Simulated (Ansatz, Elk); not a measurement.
# Na3MnAs2: X-ray structure factors from the self-consistent density

The structure of Na3MnAs2 used here is made up (a known structure type with other elements) and was relaxed beforehand with PBE. The aim is the Fourier transform of its all-electron density, F(hkl), set beside the sum over free spherical atoms that refinements use.

Main program and level: Elk 11.2.3 (patched build); DFT, PBE, all-electron APW+lo, Dirac cores, scalar-relativistic bands, static density, ferromagnetic start.

The structure was built from a prototype and need not be the compound's stable phase.

### Step 1. The structure

It takes space group P-4m2 (No. 115, tetragonal). The conventional cell has a = 4.658 Å, b = 4.658 Å, c = 6.662 Å, α = 90.00°, β = 90.00°, γ = 90.00°. As has 2 Mn at 2.72 Å and 6 Na at 2.72 to 3.03 Å nearest. Mn has 4 As at 2.72 Å and 6 Na at 3.29 to 3.33 Å nearest. Nearest to Na lie 4 As at 2.72 Å and 4 Mn at 3.29 Å and 2 Na at 3.33 Å. Na has 4 As at 3.03 Å and 4 Na at 3.29 Å and 2 Mn at 3.33 Å nearest. Nearest to Na lie 4 As at 3.03 Å and 6 Na at 3.29 to 3.33 Å. Farther neighbours are not listed.

### Step 2. Ground state and structure factors

An all-electron density is needed, since X-rays see the cores too. Task 0 finds the density and task 195 Fourier-transforms it; tshift is off so that phases refer to the origin typed.

elk.in reads:

```
tasks
  0
  195
  196

xctype
  20

spinpol
  .true.

rgkmax
  7.0

gmaxvr
  14.0

lmaxo
  7

lmaxapw
  8

swidth
  0.002

tshift
  .false.

ramdisk
  .false.

hmaxvr
  5.5

maxscl
  120

epspot
  1e-06

reducebf
  0.8

sppath
  './'

avec
  8.80287046713 -0.00000000000 -0.00000000000
  -0.00000000000 8.80287046713 0.00000000000
  -0.00000000000 0.00000000000 12.58932617361

atoms
  3
  'As.in'
  2
  0.5000000000 0.0000000000 0.7097786924   0.000000 0.000000 0.000000
  0.0000000000 0.5000000000 0.2902213076   0.000000 0.000000 0.000000
  'Mn.in'
  1
  0.0000000000 -0.0000000000 0.5000000000   0.000000 0.000000 -0.200000
  'Na.in'
  3
  0.5000000000 0.5000000000 0.5000000000   0.000000 0.000000 0.000000
  -0.0000000000 -0.0000000000 -0.0000000000   0.000000 0.000000 0.000000
  0.5000000000 0.5000000000 -0.0000000000   0.000000 0.000000 0.000000

ngridk
  4 4 3
```

Started as:

```
> OMP_NUM_THREADS=4 elk
```

Numbers of over 12 decimals in the logs are rounded to 6 here.

The log of the run:

```text
┌─────────────────────────┐
│ Elk code version 11.2.3 │
└─────────────────────────┘

All units are atomic (Hartree, Bohr, etc.)

┌─────────────────────────────────────────────────┐
│ Ground-state run starting from atomic densities │
└─────────────────────────────────────────────────┘

Lattice vectors :
   8.802870467      -0.000000000      -0.000000000
  -0.000000000       8.802870467       0.000000000
  -0.000000000       0.000000000       12.58932617

Reciprocal lattice vectors :
  0.7137655076       0.000000000       0.000000000
   0.000000000      0.7137655076       0.000000000
   0.000000000       0.000000000      0.4990882928

Unit cell volume      :    975.5535382
Brillouin zone volume :   0.2542661205

Muffin-tin inner radius fraction :   0.1000000000E-01

Nuclei treated as point charges

Species : 1 (As)
 parameters loaded from : As.in
 name : arsenic
 nuclear charge    :   -33.00000000
 electronic charge :    33.00000000
 atomic mass :    136573.7220
 muffin-tin radius :    2.400000000
 number of radial points in muffin-tin :    993
 inner part over the whole radius :   0.9862024899E-02
 number on inner part of muffin-tin    :    702
 approximate nuclear radius :   0.7712558785E-04
 number of mesh points to nuclear radius :    341
 atomic positions (lattice), magnetic fields (Cartesian) :
  1 :   0.50000000  0.00000000  0.70977869    0.00000000  0.00000000  0.00000000
  2 :   0.00000000  0.50000000  0.29022131    0.00000000  0.00000000  0.00000000

Species : 2 (Mn)
 parameters loaded from : Mn.in
 name : manganese
 nuclear charge    :   -25.00000000
 electronic charge :    25.00000000
 atomic mass :    100145.9370
 muffin-tin radius :    2.400000000
 number of radial points in muffin-tin :    993
 inner part over the whole radius :   0.9953723401E-02
 number on inner part of muffin-tin    :    700
 approximate nuclear radius :   0.7074591925E-04
 number of mesh points to nuclear radius :    330
 atomic positions (lattice), magnetic fields (Cartesian) :
  1 :   0.00000000  0.00000000  0.50000000    0.00000000  0.00000000 -0.20000000

Species : 3 (Na)
 parameters loaded from : Na.in
 name : sodium
 nuclear charge    :   -11.00000000
 electronic charge :    11.00000000
 atomic mass :    41907.78703
 muffin-tin radius :    2.200000000
 number of radial points in muffin-tin :    793
 inner part over the whole radius :   0.9883648912E-02
 number on inner part of muffin-tin    :    551
 approximate nuclear radius :   0.5574345702E-04
 number of mesh points to nuclear radius :    238
 atomic positions (lattice), magnetic fields (Cartesian) :
  1 :   0.50000000  0.50000000  0.50000000    0.00000000  0.00000000  0.00000000
  2 :   0.00000000  0.00000000  0.00000000    0.00000000  0.00000000  0.00000000
  3 :   0.50000000  0.50000000  0.00000000    0.00000000  0.00000000  0.00000000

Total number of atoms per unit cell :    6
Total muffin-tin volume :    307.5242217
 ratio of muffin-tin to unit cell volume :   0.3152304919

Spin treatment :
 spin-polarised
 global magnetic field (Cartesian) :    0.000000000       0.000000000       0.000000000
 collinear magnetisation in z-direction

Number of Bravais lattice symmetries :   16
Number of crystal symmetries         :    8
Crystal has no inversion symmetry
Complex Hermitian eigensolver will be used

k-point grid :      4     4     3
k-point offset :    0.000000000       0.000000000       0.000000000
k-point set is reduced with full crystal symmetry group
Total number of k-points :       15

Muffin-tin radius times maximum |G+k| :    7.000000000
 using average radius
Maximum |G+k| for APW functions       :    3.043478261
Maximum (1/2)|G+k|²                   :    4.631379962
Maximum |G| for potential and density :    14.00000000
Constant for pseudocharge density :    8
 order of it for each species :   15  15  15
 order of it for pair densities of each species (exact exchange by exxq0 0: 16) :   11  11   8
Radial integration step length :    1

G-vector grid sizes :     40    40    60
[...]
Absolute change in total energy (target)   :   0.3235467991     (  0.1000000000E-03)

[... loops 3 to 18 left out ...]

┌──────────────────┐
│ Loop number : 19 │
└──────────────────┘

Energies :
 Fermi                       :     0.82419721440005E-01
 sum of occupied eigenvalues :     -3545.3962065494
 electron kinetic            :      6284.5796412820
 core electron kinetic       :      5652.9054783216
 Coulomb                     :     -12189.530624914
 Coulomb potential           :     -9488.1849299588
 nuclear-nuclear             :     -707.71757302221
 electron-nuclear            :     -13489.859666053
 Hartree                     :      2008.0466141619
 Madelung                    :     -7445.4381599344
 xc potential                :     -341.47966584643
 xc effective B-field        :    -0.311208
 external B-field            :      0.000000
 exchange                    :     -257.73137738326
 correlation                 :     -5.505689
 electron entropic           :    -0.56525148298119E-03
 total energy                :     -6168.1886150287
 (external B-field energy excluded from total)

Density of states at Fermi energy :    41.31644050
 (states/Hartree/unit cell)

Estimated indirect band gap :   0.2360586880E-02
 from k-point 4 to k-point 9
Estimated direct band gap   :   0.5591824646E-02
 at k-point 9

Charges :
 core                        :    52.00000000
 valence                     :    72.00000000
 interstitial                :    7.316704381
 muffin-tins (core leakage)
  species : 1 (As)
[...]
species : 2 (Mn)
[...]
species : 3 (Na)
[...]
total in muffin-tins        :    116.6832956
 total calculated charge     :    123.9997031
 total charge                :    124.0000000
 error                       :   0.2968558175E-03

Moments :
 interstitial                :   0.2381773632
 muffin-tins
  species : 1 (As)
[...]
species : 2 (Mn)
[...]
species : 3 (Na)
[...]
total in muffin-tins        :    3.761822550
 total moment                :    3.999999913

RMS change in Kohn-Sham potential (target) :   0.9522489177E-06 (  0.1000000000E-05)
Absolute change in total energy (target)   :   0.1632760905E-04 (  0.1000000000E-03)

Convergence targets achieved

┌──────────────────┐
│ Loop number : 20 │
└──────────────────┘

Energies :
 Fermi                       :     0.82420063477347E-01
 sum of occupied eigenvalues :     -3545.3962027271
 electron kinetic            :      6284.5796310985
 core electron kinetic       :      5652.9054765271
 Coulomb                     :     -12189.530622195
 Coulomb potential           :     -9488.1849193826
 nuclear-nuclear             :     -707.71757302221
 electron-nuclear            :     -13489.859672183
 Hartree                     :      2008.0466230102
 Madelung                    :     -7445.4381625037
 xc potential                :     -341.47967896942
 xc effective B-field        :    -0.311201
 external B-field            :      0.000000
 exchange                    :     -257.73137385073
 correlation                 :     -5.505689
 electron entropic           :    -0.56526500619803E-03
 total energy                :     -6168.1886194338
 (external B-field energy excluded from total)

Density of states at Fermi energy :    41.31765423
 (states/Hartree/unit cell)

Estimated indirect band gap :   0.2360912883E-02
 from k-point 4 to k-point 9
Estimated direct band gap   :   0.5591590340E-02
 at k-point 9

Charges :
 core                        :    52.00000000
 valence                     :    72.00000000
 interstitial                :    7.316703303
 muffin-tins (core leakage)
  species : 1 (As)
[...]
species : 2 (Mn)
[...]
species : 3 (Na)
   atom 1                    :    10.14166689     ( -0.9715865534E-07)
   atom 2                    :    10.05678150     ( -0.9715865090E-07)
   atom 3                    :    10.06541569     ( -0.9715865579E-07)
 total in muffin-tins        :    116.6832967
 total calculated charge     :    123.9997031
 total charge                :    124.0000000
 error                       :   0.2968556871E-03

Moments :
 interstitial                :   0.2381994496
 muffin-tins
  species : 1 (As)
[...]
species : 2 (Mn)
[...]
species : 3 (Na)
   atom 1                    :  -0.5866833272E-02
   atom 2                    :   0.2566539013E-02
   atom 3                    :   0.6824561053E-02
 total in muffin-tins        :    3.761800461
 total moment                :    3.999999911

┌──────────────────────────────┐
│ Self-consistent loop stopped │
└──────────────────────────────┘

Warning : core states of species 1 leak from the muffin-tin :   0.1419828711E-03

Wrote STATE.OUT
```

Run time: 3.9 min. Hardware: 4 threads of Arm Neoverse V1, shared host; peak memory 0.5 GiB; 13 min of CPU time.

SFACRHO.OUT:

```text

h k l indices transformed by vhmat matrix:
   1.000000000       0.000000000       0.000000000    
   0.000000000       1.000000000       0.000000000    
   0.000000000       0.000000000       1.000000000    

      h      k      l  multipl.   |H|            Re(F)            Im(F)           |F|

      0      0      0      1   0.0000000       124.00000      0.60373921E-17   124.00000    
      0      0      1      2  0.49908829      -29.316485      0.10583482E-13   29.316485    
      0     -1      0      4  0.71376551       12.684946     -0.56848199E-14   12.684946    
      0      1      1      4  0.87094795      -12.232065      -56.942018       58.241024    
      0     -1     -1      4  0.87094795      -12.232065       56.942018       58.241024    
      0      0     -2      2  0.99817659      -1.9896161     -0.33555338E-13   1.9896161    
      1      1      0      4   1.0094169      -9.0726125      0.26128713E-14   9.0726125    
      1      1     -1      8   1.1260602       2.4345862      0.33660695E-14   2.4345862    
     -1      0     -2      4   1.2271176       11.040087       26.004565       28.251034    
     -1      0      2      4   1.2271176       11.040087      -26.004565       28.251034    
     -1      1     -2      8   1.4196052       87.714030      0.45489061E-13   87.714030    
      0      2      0      4   1.4275310       93.907432     -0.10277723E-13   93.907432    
      0      0     -3      2   1.4972649       24.446503      0.17590841E-13   24.446503    
      2      0     -1      4   1.5122612      -22.641305     -0.14295233E-01   22.641310    
      0     -2     -1      4   1.5122612      -22.641305      0.14295233E-01   22.641310    
      1     -2      0      8   1.5960282       9.8995673      0.75059300E-14   9.8995673    
      1      0      3      4   1.6586933      -9.7361686      -35.203129       36.524694    
      1      0     -3      4   1.6586933      -9.7361686       35.203129       36.524694
```

Elk indexes on the primitive cell of elk.in and gives |H| = 4π sin θ/λ in inverse bohr. Below, one row stands for each form hkl of the conventional cell (m members, Friedel mates merged), F is for one primitive cell and the density is static (no thermal factor). Free-atom factors are Waasmaier and Kirfel's, and R is Σm||F|−|F'||/Σm|F|.

| hkl | m | sin θ/λ (Å⁻¹) | abs F, DFT | neutral atoms | diff. | abs of complex diff. |
| --- | --- | --- | --- | --- | --- | --- |
| 001 | 2 | 0.075 | 29.317 | 29.074 | +0.242 | 0.242 |
| 100 | 4 | 0.107 | 12.685 | 12.696 | -0.011 | 0.011 |
| 101 | 8 | 0.131 | 58.241 | 57.720 | +0.521 | 0.523 |
| 002 | 2 | 0.150 | 1.990 | 1.697 | +0.292 | 0.292 |
| 110 | 4 | 0.152 | 9.073 | 8.756 | +0.316 | 0.316 |
| 111 | 8 | 0.169 | 2.435 | 2.425 | +0.010 | 0.010 |
| 102 | 8 | 0.184 | 28.251 | 28.221 | +0.030 | 0.051 |
| 112 | 8 | 0.213 | 87.714 | 88.006 | -0.292 | 0.292 |
| 200 | 4 | 0.215 | 93.907 | 94.255 | -0.348 | 0.348 |
| 003 | 2 | 0.225 | 24.447 | 24.565 | -0.119 | 0.119 |
| 201 | 8 | 0.227 | 22.641 | 22.749 | -0.107 | 0.108 |
| 210 | 8 | 0.240 | 9.900 | 9.921 | -0.021 | 0.021 |
| 103 | 8 | 0.249 | 36.525 | 36.769 | -0.244 | 0.249 |
| 211 | 16 | 0.252 | 47.829 | 48.129 | -0.300 | 0.300 |
| 202 | 8 | 0.262 | 2.573 | 2.645 | -0.072 | 0.144 |
| 113 | 8 | 0.272 | 41.762 | 41.916 | -0.155 | 0.155 |
| 212 | 16 | 0.283 | 24.171 | 24.347 | -0.176 | 0.181 |
| 004 | 2 | 0.300 | 60.313 | 60.578 | -0.265 | 0.265 |

### Step 3. The magnetisation density

The same run holds the spin density, and task 196 transforms it. The order is that of the start, and no other was tried.

SFACMAG_1.OUT:

```text

h k l indices transformed by vhmat matrix:
   1.000000000       0.000000000       0.000000000    
   0.000000000       1.000000000       0.000000000    
   0.000000000       0.000000000       1.000000000    

      h      k      l  multipl.   |H|            Re(F)            Im(F)           |F|

      0      0      0      1   0.0000000       4.0000001      0.17889295E-17   4.0000001    
      0      0      1      2  0.49908829      -3.8753002      0.40005657E-15   3.8753002    
      0     -1      0      4  0.71376551       3.7456304      0.23168996E-16   3.7456304    
      0      1      1      4  0.87094795      -3.4818070      0.27114255       3.4923486    
      0     -1     -1      4  0.87094795      -3.4818070     -0.27114255       3.4923486    
      0      0     -2      2  0.99817659       3.3148902      0.77604813E-15   3.3148902    
      1      1      0      4   1.0094169       3.4344767     -0.22250189E-16   3.4344767    
      1      1     -1      8   1.1260602      -3.0728948     -0.34975668E-15   3.0728948    
     -1      0     -2      4   1.2271176       2.8056784     -0.11633157       2.8080891    
     -1      0      2      4   1.2271176       2.8056784      0.11633157       2.8080891    
     -1      1     -2      8   1.4196052       2.4334693      0.57355015E-15   2.4334693    
      0      2      0      4   1.4275310       2.4513655      0.64861930E-17   2.4513655    
      0      0     -3      2   1.4972649      -2.3487466     -0.90818320E-15   2.3487466    
      2      0     -1      4   1.5122612      -2.3159271      0.69457055E-01   2.3169685    
      0     -2     -1      4   1.5122612      -2.3159271     -0.69457055E-01   2.3169685    
      1     -2      0      8   1.5960282       2.2311203     -0.45146334E-17   2.2311203
```

The total moment is 4.00 μB a cell; sphere moments: As1 -0.15, As2 -0.15, Mn3 +4.06, Na4 -0.01, Na5 0.00, Na6 +0.01 μB. Polarised neutrons measure spin and orbital magnetisation together; without spin-orbit coupling the run gives the spin part:

| hkl | sin θ/λ (Å⁻¹) | abs F_M (μB) |
| --- | --- | --- |
| 001 | 0.075 | 3.875 |
| 100 | 0.107 | 3.746 |
| 101 | 0.131 | 3.492 |
| 002 | 0.150 | 3.315 |
| 110 | 0.152 | 3.434 |
| 111 | 0.169 | 3.073 |
| 102 | 0.184 | 2.808 |
| 112 | 0.213 | 2.433 |
| 200 | 0.215 | 2.451 |
| 003 | 0.225 | 2.349 |
| 201 | 0.227 | 2.317 |
| 210 | 0.240 | 2.231 |
| 103 | 0.249 | 2.065 |
| 211 | 0.252 | 2.092 |

(Continued in part 2 of 2.)

[Logs are printed without paths, hosts, clocks, repeated set-up lines and the standing remarks that a program may print on its own settings, such as how far it seeks lower states.]

[Hosts, paths, dates, database ids (printed as entryN), source tags and the programs' standing remarks are cut or masked in the printed files.]
